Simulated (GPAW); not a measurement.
# The Cr K excitation threshold of Cr (Chromium, Im-3m) under uniform strain

For each volume the threshold was computed as E(hole, excited electron kept) − E(ground) (GPAW, PBE, 15-atom cell, total energies on 5×5×5 k points, hole spin-polarised). The values are raw; only their change is used. The threshold is the spectrum's zero, where absorption may be weak, not the visible edge.

| volume | ln(V/V₀) | threshold (eV) |
| --- | --- | --- |
| V × 0.94 | -0.06188 | 5984.788 |
| V × 0.97 | -0.03046 | 5984.810 |
| V × 1 | +0.00000 | ? |
| V × 1.03 | +0.02956 | 5984.836 |
| V × 1.06 | +0.05827 | 5984.863 |

Q: Fit a straight line in ln(V/V₀), give its slope, and predict the threshold at V × 1.

The means of the given rows are x̄ = -0.00113 and Ē = 5984.824 eV. Σ(x − x̄)(E − Ē) = 0.005282 and Σ(x − x̄)² = 0.009021, so the slope is +0.59 eV, and the line passes the given rows within 0.006 eV. At x = +0.00000 it gives 5984.824 + (+0.59) × (+0.00113) = 5984.825 eV. The run gives 5984.830 eV, a miss of -0.005 eV over a total move of +0.075 eV. The slope is the clamped-ion volume deformation potential of the Fermi level against the Cr 1s level, with the hole's relaxation included: the threshold rises by 0.006 eV for 1 % of expansion. The excited electron's band filling changes with volume too and isn't taken out.

[Hosts, paths, dates, database ids (printed as entryN), source tags and the programs' standing remarks are cut or masked in the printed files.]

[Lists of maxima count a maximum above −3 eV only where it reaches 4 % of the highest in the window and stands out from its surroundings by 2 % of it (1.5 % where it reaches 55 %); shoulders and weaker maxima are passed over, and of the rest the first, up to two pre-edge ones and the few strongest are named.]
